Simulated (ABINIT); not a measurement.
# LiSnH3 (Pm-3m): zone-centre phonons

Aim: the zone-centre modes of LiSnH3 (Pm-3m).

Main program and level: ABINIT 10.8.3; DFT LDA, scalar-relativistic, plane waves, PseudoDojo norm-conserving pseudopotentials.

The structure was built from a prototype and need not be the compound's stable phase.

### 1. The starting structure

The structure is cubic, space group Pm-3m (No. 221). The conventional cell has a = 4.802 Å, b = 4.802 Å, c = 4.802 Å, α = 90.00°, β = 90.00°, γ = 90.00°. Li has 12 H at 3.40 Å nearest. Nearest to Sn lie 6 H at 2.40 Å. H has 2 Sn at 2.40 Å nearest. Farther neighbours are not listed.

### 2. A probe with smearing

A first run with smearing and empty bands tells whether the crystal has a gap, which decides between fixed occupations and smearing later on.

probe.abi

```
# ground state
tolvrs 1.0d-08
prtden 1
prtwf 1

# basis, mesh and filling
ecut 33.0
ngkpt 4 4 4
nshiftk 1
shiftk 0.0 0.0 0.0
istwfk *1
occopt 7
tsmear 0.005
nband 17
nstep 100
diemac 9.0
prtebands 0
prtgsr 0

# cell and atoms
acell 9.074464851 9.074464851 9.074464851
rprim 
    1.0 0.0 0.0
    0.0 1.0 0.0
    0.0 0.0 1.0
ntypat 3
znucl 3 50 1
natom 5
typat 1 2 3 3 3
xred 
    0.0 0.0 0.0
    0.5 0.5 0.5
    0.5 0.5 0.0
    0.5 0.0 0.5
    0.0 0.5 0.5
pp_dirpath "./pseudo"
pseudos "Li.upf, Sn.upf, H.upf"
```

On the command line:

```console
> OMP_NUM_THREADS=1 mpirun -n 4 abinit probe.abi > probe.log
```

Numbers of over 12 decimals in the logs are rounded to 6 here.

probe.abo, the main output file:

```text
[banners, grids, parts of the stress and lines that vanish by symmetry left out]
- input  file    -> probe.abi
- output file    -> probe.abo
- root for input  files -> probei
[...]
Symmetries : space group Pm -3 m (#221); Bravais cP (primitive cubic)
[...]
mpw =        6816          nfft =      110592          nkpt =          10
[...]
== DATASET  1 ==================================================================
[...]
cutoff_energies: {ecut:  33.0, pawecutdg:  -1.0, }
[...]
ETOT  1  -87.031409910035    -8.703E+01 5.555E-01 9.956E+01
 ETOT  2  -87.308390422523    -2.770E-01 1.423E-03 1.489E+01
 ETOT  3  -87.310132264481    -1.742E-03 2.864E-04 2.268E+00
 ETOT  4  -87.310274716211    -1.425E-04 1.470E-04 4.359E-02
 ETOT  5  -87.310275325162    -6.090E-07 6.680E-05 1.599E-02
 ETOT  6  -87.310276783010    -1.458E-06 9.584E-05 4.096E-05
 ETOT  7  -87.310276790081    -7.071E-09 3.948E-05 7.503E-06
 ETOT  8  -87.310276791225    -1.145E-09 6.295E-05 6.918E-07
 ETOT  9  -87.310276791317    -9.175E-11 2.177E-05 6.855E-09
 At SCF step    9       vres2   =  6.86E-09 < tolvrs=  1.00E-08 =>converged.
[...]
sigma(1 1)=  2.17931600E-04  sigma(3 2)=  0.00000000E+00
  sigma(2 2)=  2.17931600E-04  sigma(3 1)=  0.00000000E+00
  sigma(3 3)=  2.17931600E-04  sigma(2 1)=  0.00000000E+00
[...]
convergence: {deltae: -9.175E-11, res2:  6.855E-09, residm:  2.177E-05, diffor: null, }
etotal    :  -8.73102768E+01
[...]
sigma(1 1)=  2.17931600E-04  sigma(3 2)=  0.00000000E+00
  sigma(2 2)=  2.17931600E-04  sigma(3 1)=  0.00000000E+00
  sigma(3 3)=  2.17931600E-04  sigma(2 1)=  0.00000000E+00
[...]
- sigma(1 1)=  6.41176905E+00  sigma(3 2)=  0.00000000E+00
- sigma(2 2)=  6.41176905E+00  sigma(3 1)=  0.00000000E+00
- sigma(3 3)=  6.41176905E+00  sigma(2 1)=  0.00000000E+00
[...]
fcart     -0.0000000000E+00 -0.0000000000E+00 -0.0000000000E+00
           strten      2.1793160040E-04  2.1793160040E-04  2.1793160040E-04
================================================================================

[key lines of the parts left out:]
pressure_GPa:  -6.4118E+00
```

The job ended after 12 s (4 MPI ranks of Arm Neoverse V1, shared host).

Numbers from this step:

| Quantity | Value |
| --- | --- |
| volume per atom | 22.15 Å³ |
| pressure | -6.412 GPa |
| gap on the k-mesh | 0.1154 eV |

A gap of 0.12 eV on this mesh is too small to trust, so smearing is kept; the printed pressure holds the stress of the finite basis too.

### 3. Rough relaxation

The typed start is rough, so a first relaxation with smearing and loose thresholds takes it towards rest cheaply.

prerelax.abi

```
# relaxation
ionmov 2
optcell 2
dilatmx 1.15
chkdilatmx 0
ntime 40
tolmxf 3.0d-04
tolvrs 1.0d-10
prtwf 0
prtden 0
chksymtnons 0

# basis, mesh and filling
ecut 33.0
ecutsm 3.0
ngkpt 4 4 4
nshiftk 1
shiftk 0.0 0.0 0.0
istwfk *1
occopt 7
tsmear 0.005
nband 17
nstep 100
diemac 9.0
prtebands 0
prtgsr 0

# cell and atoms
acell 9.074464851 9.074464851 9.074464851
rprim 
    1.0 0.0 0.0
    0.0 1.0 0.0
    0.0 0.0 1.0
ntypat 3
znucl 3 50 1
natom 5
typat 1 2 3 3 3
xred 
    0.0 0.0 0.0
    0.5 0.5 0.5
    0.5 0.5 0.0
    0.5 0.0 0.5
    0.0 0.5 0.5
pp_dirpath "./pseudo"
pseudos "Li.upf, Sn.upf, H.upf"
```

On the command line:

```console
> OMP_NUM_THREADS=1 mpirun -n 4 abinit prerelax.abi > prerelax.log
```

prerelax.abo, the main output file:

```text
[banners, grids, parts of the stress and lines that vanish by symmetry left out]
- input  file    -> prerelax.abi
- output file    -> prerelax.abo
- root for input  files -> prerelaxi
[...]
Symmetries : space group Pm -3 m (#221); Bravais cP (primitive cubic)
[...]
mpw =       10395          nfft =      157464          nkpt =          10
[...]
== DATASET  1 ==================================================================
[...]
cutoff_energies: {ecut:  33.0, pawecutdg:  -1.0, }
[...]
ETOT  1  -86.923528893699    -8.692E+01 3.848E-01 1.354E+02
 ETOT  2  -87.307679001383    -3.842E-01 1.426E-02 2.560E+01
 ETOT  3  -87.309418890728    -1.740E-03 1.032E-03 3.942E+00
 ETOT  4  -87.309593672388    -1.748E-04 3.809E-04 7.012E-02
 ETOT  5  -87.309593231596     4.408E-07 9.155E-05 4.779E-02
[...]
At SCF step   10       vres2   =  1.26E-11 < tolvrs=  1.00E-10 =>converged.
[...]
ETOT  9  -87.352264877793     5.400E-13 8.380E-09 2.051E-11
 At SCF step    9       vres2   =  2.05E-11 < tolvrs=  1.00E-10 =>converged.
[...]
sigma(1 1)=  2.23429387E-08  sigma(3 2)=  0.00000000E+00
  sigma(2 2)=  2.23429387E-08  sigma(3 1)=  0.00000000E+00
  sigma(3 3)=  2.23429387E-08  sigma(2 1)=  0.00000000E+00
[...]
convergence: {deltae:  5.400E-13, res2:  2.051E-11, residm:  8.380E-09, diffor: null, }
etotal    :  -8.73522649E+01
[...]
At Broyd/MD step   7, gradients are converged :
[...]
sigma(1 1)=  2.23429387E-08  sigma(3 2)=  0.00000000E+00
  sigma(2 2)=  2.23429387E-08  sigma(3 1)=  0.00000000E+00
  sigma(3 3)=  2.23429387E-08  sigma(2 1)=  0.00000000E+00
[...]
- sigma(1 1)=  6.57351951E-04  sigma(3 2)=  0.00000000E+00
- sigma(2 2)=  6.57351951E-04  sigma(3 1)=  0.00000000E+00
- sigma(3 3)=  6.57351951E-04  sigma(2 1)=  0.00000000E+00
[...]
fcart     -0.0000000000E+00 -0.0000000000E+00 -0.0000000000E+00
           strten      2.2342938669E-08  2.2342938670E-08  2.2342938670E-08
================================================================================

[key lines of the parts left out:]
pressure_GPa:  -6.5735E-04
Total energy (etotal) [Ha]= -8.73522648777926E+01
```

It took 2.1 min on 4 MPI ranks; 8.4 min of CPU time.

Step by step:

```tsv
step	energy less that of the first step (eV)	largest force (eV/Å)	volume (Å³)
1	0.0000	0.0000	110.73
2	-0.0801	0.0000	108.65
3	0.2718	0.0000	45.02
4	-0.9303	0.0000	83.81
5	-1.1179	0.0000	74.68
6	-1.1593	0.0000	67.45
7	-1.1611	0.0000	68.62
```

```tsv
cell as run	before	after	change
a (Å)	4.802	4.094	-14.7 %
b (Å)	4.802	4.094	-14.7 %
c (Å)	4.802	4.094	-14.7 %
volume (Å³/atom)	22.15	13.72	-38.0 %
```

The relaxed structure:

```
Li Sn H
1.0
     4.09393    0.00000    0.00000
     0.00000    4.09393    0.00000
     0.00000    0.00000    4.09393
Li Sn H
1 1 3
Cartesian
  0.0000 0.0000 0.0000
  2.0470 2.0470 2.0470
  2.0470 2.0470 0.0000
  2.0470 0.0000 2.0470
  0.0000 2.0470 2.0470
```

Numbers from this step:

```
volume per atom   : 13.72 Å³
pressure          : -6.57e-4 GPa
gap on the k-mesh : 0 eV
```

The volume changes by -38.0 % in this run and stands -38.0 % from the first cell.

### 4. Rough relaxation

The cell changed much, so the rough relaxation is repeated on a basis made for the new cell.

prerelax.abi, as its differences from that of step 3:

```diff
@@ -28,3 +28,3 @@
 # cell and atoms
-acell 9.074464851 9.074464851 9.074464851
+acell 7.736400385 7.736400385 7.736400385
 rprim
```

prerelax.abo, the main output file:

```text
[banners, grids, parts of the stress and lines that vanish by symmetry left out]
- input  file    -> prerelax.abi
- output file    -> prerelax.abo
- root for input  files -> prerelaxi
[...]
Symmetries : space group Pm -3 m (#221); Bravais cP (primitive cubic)
[...]
mpw =        6432          nfft =      110592          nkpt =          10
[...]
== DATASET  1 ==================================================================
[...]
cutoff_energies: {ecut:  33.0, pawecutdg:  -1.0, }
[...]
ETOT  1  -87.225234687063    -8.723E+01 4.348E-01 1.117E+02
 ETOT  2  -87.351446209560    -1.262E-01 4.649E-03 4.775E+00
 ETOT  3  -87.352212524504    -7.663E-04 1.774E-04 5.759E-01
 ETOT  4  -87.352261878391    -4.935E-05 4.647E-05 3.208E-02
 ETOT  5  -87.352264702789    -2.824E-06 3.676E-05 1.766E-03
[...]
ETOT  9  -87.352264883357     1.336E-11 4.291E-06 4.122E-09
 ETOT 10  -87.352264883360    -2.530E-12 1.479E-06 6.770E-13
 At SCF step   10       vres2   =  6.77E-13 < tolvrs=  1.00E-10 =>converged.
[...]
sigma(1 1)=  2.23085567E-08  sigma(3 2)=  0.00000000E+00
  sigma(2 2)=  2.23085567E-08  sigma(3 1)=  0.00000000E+00
  sigma(3 3)=  2.23085567E-08  sigma(2 1)=  0.00000000E+00
[...]
convergence: {deltae: -2.530E-12, res2:  6.770E-13, residm:  1.479E-06, diffor: null, }
etotal    :  -8.73522649E+01
[...]
At Broyd/MD step   1, gradients are converged :
[...]
sigma(1 1)=  2.23085567E-08  sigma(3 2)=  0.00000000E+00
  sigma(2 2)=  2.23085567E-08  sigma(3 1)=  0.00000000E+00
  sigma(3 3)=  2.23085567E-08  sigma(2 1)=  0.00000000E+00
[...]
- sigma(1 1)=  6.56340398E-04  sigma(3 2)=  0.00000000E+00
- sigma(2 2)=  6.56340398E-04  sigma(3 1)=  0.00000000E+00
- sigma(3 3)=  6.56340398E-04  sigma(2 1)=  0.00000000E+00
[...]
fcart     -0.0000000000E+00 -0.0000000000E+00 -0.0000000000E+00
           strten      2.2308556703E-08  2.2308556703E-08  2.2308556705E-08
================================================================================

[key lines of the parts left out:]
pressure_GPa:  -6.5634E-04
Total energy (etotal) [Ha]= -8.73522648833598E+01
```

It took 12 s on 4 MPI ranks; 49 s of CPU time.

Little changed from the start: no atom moved by 0.005 Å and no cell edge by 0.1 %.

Read from the output:

* pressure: -6.56e-4 GPa

The volume changes by +0.0 % in this run and stands -38.0 % from the first cell.

### 5. Relaxation

The harmonic expansion needs vanishing forces, and a free crystal bears no stress, so cell and atoms are brought to rest. Stress is more sensitive to the basis than forces are: the last 3 Ha under the cutoff are smoothed with ecutsm, and the cutoff is raised above that of the later runs.

relax.abi, as its differences from prerelax.abi of step 4:

```diff
@@ -3,7 +3,6 @@
 optcell 2
-dilatmx 1.15
-chkdilatmx 0
+dilatmx 1.08
 ntime 40
-tolmxf 3.0d-04
-tolvrs 1.0d-10
+tolmxf 1.0d-05
+tolvrs 1.0d-14
 prtwf 0
@@ -13,5 +12,5 @@
 # basis, mesh and filling
-ecut 33.0
+ecut 41.0
 ecutsm 3.0
-ngkpt 4 4 4
+ngkpt 6 6 6
 nshiftk 1
@@ -20,3 +19,3 @@
 occopt 7
-tsmear 0.005
+tsmear 0.001
 nband 17
```

On the command line:

```console
> OMP_NUM_THREADS=1 mpirun -n 4 abinit relax.abi > relax.log
```

relax.abo, the main output file:

```text
[banners, grids, parts of the stress and lines that vanish by symmetry left out]
- input  file    -> relax.abi
- output file    -> relax.abo
- root for input  files -> relaxi
[...]
Symmetries : space group Pm -3 m (#221); Bravais cP (primitive cubic)
[...]
mpw =        7400          nfft =      125000          nkpt =          20
[...]
== DATASET  1 ==================================================================
[...]
cutoff_energies: {ecut:  41.0, pawecutdg:  -1.0, }
[...]
ETOT  1  -87.209839860348    -8.721E+01 3.509E-01 1.302E+02
 ETOT  2  -87.362484100328    -1.526E-01 2.336E-03 6.039E+00
 ETOT  3  -87.363237042503    -7.529E-04 6.832E-04 1.012E+00
 ETOT  4  -87.363313774918    -7.673E-05 4.212E-04 1.772E-01
 ETOT  5  -87.363327645748    -1.387E-05 4.183E-04 3.034E-03
[...]
At SCF step   12       vres2   =  2.98E-15 < tolvrs=  1.00E-14 =>converged.
[...]
sigma(1 1)=  8.50727971E-06  sigma(3 2)=  0.00000000E+00
  sigma(2 2)=  8.50727971E-06  sigma(3 1)=  0.00000000E+00
  sigma(3 3)=  8.50727971E-06  sigma(2 1)=  0.00000000E+00
[...]
convergence: {deltae:  4.647E-12, res2:  2.984E-15, residm:  5.170E-05, diffor: null, }
etotal    :  -8.73633278E+01
[...]
ETOT  1  -87.363306357795    -8.736E+01 6.036E-05 2.833E-01
[...]
At SCF step   10       vres2   =  1.02E-15 < tolvrs=  1.00E-14 =>converged.
[...]
sigma(1 1)=  7.84322706E-06  sigma(3 2)=  0.00000000E+00
  sigma(2 2)=  7.84322706E-06  sigma(3 1)=  0.00000000E+00
  sigma(3 3)=  7.84322706E-06  sigma(2 1)=  0.00000000E+00
[...]
convergence: {deltae:  5.400E-12, res2:  1.022E-15, residm:  3.499E-06, diffor: null, }
etotal    :  -8.73633307E+01
[...]
ETOT  1  -87.361208138624    -8.736E+01 6.038E-03 2.829E+01
[...]
At SCF step   11       vres2   =  1.65E-16 < tolvrs=  1.00E-14 =>converged.
[...]
sigma(1 1)= -2.30280943E-06  sigma(3 2)=  0.00000000E+00
  sigma(2 2)= -2.30280943E-06  sigma(3 1)=  0.00000000E+00
  sigma(3 3)= -2.30280943E-06  sigma(2 1)=  0.00000000E+00
[...]
convergence: {deltae: -1.478E-12, res2:  1.655E-16, residm:  2.778E-06, diffor: null, }
etotal    :  -8.73633434E+01
[...]
ETOT  1  -87.363248788181    -8.736E+01 1.415E-06 1.343E+00
[...]
At SCF step   10       vres2   =  1.76E-15 < tolvrs=  1.00E-14 =>converged.
[...]
sigma(1 1)=  2.50159514E-07  sigma(3 2)=  0.00000000E+00
  sigma(2 2)=  2.50159514E-07  sigma(3 1)=  0.00000000E+00
  sigma(3 3)=  2.50159514E-07  sigma(2 1)=  0.00000000E+00
[...]
convergence: {deltae: -1.026E-11, res2:  1.760E-15, residm:  3.360E-09, diffor: null, }
etotal    :  -8.73633443E+01
[...]
ETOT  1  -87.363342948919    -8.736E+01 1.697E-08 1.699E-02
[...]
ETOT  8  -87.363344339138     2.700E-13 5.093E-11 1.366E-13
 ETOT  9  -87.363344339140    -2.061E-12 1.549E-11 5.245E-16
 At SCF step    9       vres2   =  5.25E-16 < tolvrs=  1.00E-14 =>converged.
[...]
sigma(1 1)=  2.88601586E-09  sigma(3 2)=  0.00000000E+00
  sigma(2 2)=  2.88601585E-09  sigma(3 1)=  0.00000000E+00
  sigma(3 3)=  2.88601585E-09  sigma(2 1)=  0.00000000E+00
[...]
convergence: {deltae: -2.061E-12, res2:  5.245E-16, residm:  1.549E-11, diffor: null, }
etotal    :  -8.73633443E+01
[...]
At Broyd/MD step   5, gradients are converged :
[...]
sigma(1 1)=  2.88601586E-09  sigma(3 2)=  0.00000000E+00
  sigma(2 2)=  2.88601585E-09  sigma(3 1)=  0.00000000E+00
  sigma(3 3)=  2.88601585E-09  sigma(2 1)=  0.00000000E+00
[...]
- sigma(1 1)=  8.49095179E-05  sigma(3 2)=  0.00000000E+00
- sigma(2 2)=  8.49095179E-05  sigma(3 1)=  0.00000000E+00
- sigma(3 3)=  8.49095179E-05  sigma(2 1)=  0.00000000E+00
[...]
fcart     -0.0000000000E+00 -0.0000000000E+00 -0.0000000000E+00
           strten      2.8860158551E-09  2.8860158534E-09  2.8860158529E-09
================================================================================

[key lines of the parts left out:]
pressure_GPa:  -8.4910E-05
Total energy (etotal) [Ha]= -8.73633443391396E+01
```

The job ended after 1.8 min (4 MPI ranks; 7.3 min of CPU time).

The steps of the relaxation:

```tsv
step	energy less that of the first step (eV)	largest force (eV/Å)	volume (Å³)
1	0.0000	0.0000	68.62
2	-0.0001	0.0000	68.56
3	-0.0004	0.0000	67.95
4	-0.0005	0.0000	68.09
5	-0.0005	0.0000	68.07
```

```tsv
conventional cell, symmetrised	before	after	change
a (Å)	4.094	4.083	-0.3 %
b (Å)	4.094	4.083	-0.3 %
c (Å)	4.094	4.083	-0.3 %
volume (Å³/atom)	13.72	13.61	-0.8 %
```

Numbers from this step:

```
volume per atom : 13.61 Å³
pressure        : -8.49e-5 GPa
```

The volume changes by -0.8 % in this run and stands -38.5 % from the first cell.

### 6. Self-consistent run for the response

The response is built on these wavefunctions, so the potential is converged far more tightly than an energy would need. Smearing stays on, as the first look found no gap above 0.3 eV.

gs.abi

```
# ground state
tolvrs 1.0d-16
prtden 1
prtwf 1

# basis, mesh and filling
ecut 33.0
ngkpt 6 6 6
nshiftk 1
shiftk 0.0 0.0 0.0
istwfk *1
occopt 7
tsmear 0.001
nband 17
nstep 100
diemac 9.0
prtebands 0
prtgsr 0

# cell and atoms
acell 7.716026114 7.716026114 7.716026114
rprim 
    1.0 0.0 0.0
    0.0 1.0 0.0
    0.0 0.0 1.0
ntypat 3
znucl 3 50 1
natom 5
typat 1 2 3 3 3
xred 
    0.0 0.0 0.0
    0.5 0.5 0.5
    0.5 0.5 0.0
    0.5 0.0 0.5
    0.0 0.5 0.5
pp_dirpath "./pseudo"
pseudos "Li.upf, Sn.upf, H.upf"
```

On the command line:

```console
> OMP_NUM_THREADS=1 mpirun -n 4 abinit gs.abi > gs.log
```

gs.abo, the main output file:

```text
[banners, grids, parts of the stress and lines that vanish by symmetry left out]
- input  file    -> gs.abi
- output file    -> gs.abo
- root for input  files -> gsi
[...]
Symmetries : space group Pm -3 m (#221); Bravais cP (primitive cubic)
[...]
mpw =        4224          nfft =       64000          nkpt =          20
[...]
== DATASET  1 ==================================================================
[...]
cutoff_energies: {ecut:  33.0, pawecutdg:  -1.0, }
[...]
ETOT  1  -87.232324162689    -8.723E+01 3.345E-01 6.625E+01
 ETOT  2  -87.362313987971    -1.300E-01 2.040E-03 3.084E+00
 ETOT  3  -87.362952000568    -6.380E-04 1.131E-03 3.165E-01
 ETOT  4  -87.362991920579    -3.992E-05 8.135E-05 3.276E-02
 ETOT  5  -87.362996467442    -4.547E-06 1.079E-04 1.658E-03
[...]
ETOT 11  -87.362996725525     3.496E-12 1.919E-06 1.600E-14
 ETOT 12  -87.362996725528    -3.595E-12 1.298E-06 3.468E-17
 At SCF step   12       vres2   =  3.47E-17 < tolvrs=  1.00E-16 =>converged.
[...]
sigma(1 1)=  1.28972895E-05  sigma(3 2)=  0.00000000E+00
  sigma(2 2)=  1.28972895E-05  sigma(3 1)=  0.00000000E+00
  sigma(3 3)=  1.28972895E-05  sigma(2 1)=  0.00000000E+00
[...]
convergence: {deltae: -3.595E-12, res2:  3.468E-17, residm:  1.298E-06, diffor: null, }
etotal    :  -8.73629967E+01
[...]
sigma(1 1)=  1.28972895E-05  sigma(3 2)=  0.00000000E+00
  sigma(2 2)=  1.28972895E-05  sigma(3 1)=  0.00000000E+00
  sigma(3 3)=  1.28972895E-05  sigma(2 1)=  0.00000000E+00
[...]
- sigma(1 1)=  3.79451359E-01  sigma(3 2)=  0.00000000E+00
- sigma(2 2)=  3.79451359E-01  sigma(3 1)=  0.00000000E+00
- sigma(3 3)=  3.79451359E-01  sigma(2 1)=  0.00000000E+00
[...]
fcart     -0.0000000000E+00 -0.0000000000E+00 -0.0000000000E+00
           strten      1.2897289545E-05  1.2897289545E-05  1.2897289545E-05
================================================================================

[key lines of the parts left out:]
pressure_GPa:  -3.7945E-01
```

Wall time 15 s (4 MPI ranks); 61 s of CPU time.

Read from the output:

```
pressure : -0.3795 GPa
```

The cell stands at -0.38 GPa: the relaxation ran with a smoothed and higher cutoff, and the difference is a stress of the finite basis.

[end of part 1 of 4]

[Host names and launcher messages were left out of these logs when they were recorded.]

[Logs are printed without paths, hosts, clocks, repeated set-up lines and the standing remarks that a program may print on its own settings, such as how far it seeks lower states.]

[Hosts, paths, dates, database ids (printed as entryN), source tags and the programs' standing remarks are cut or masked in the printed files.]
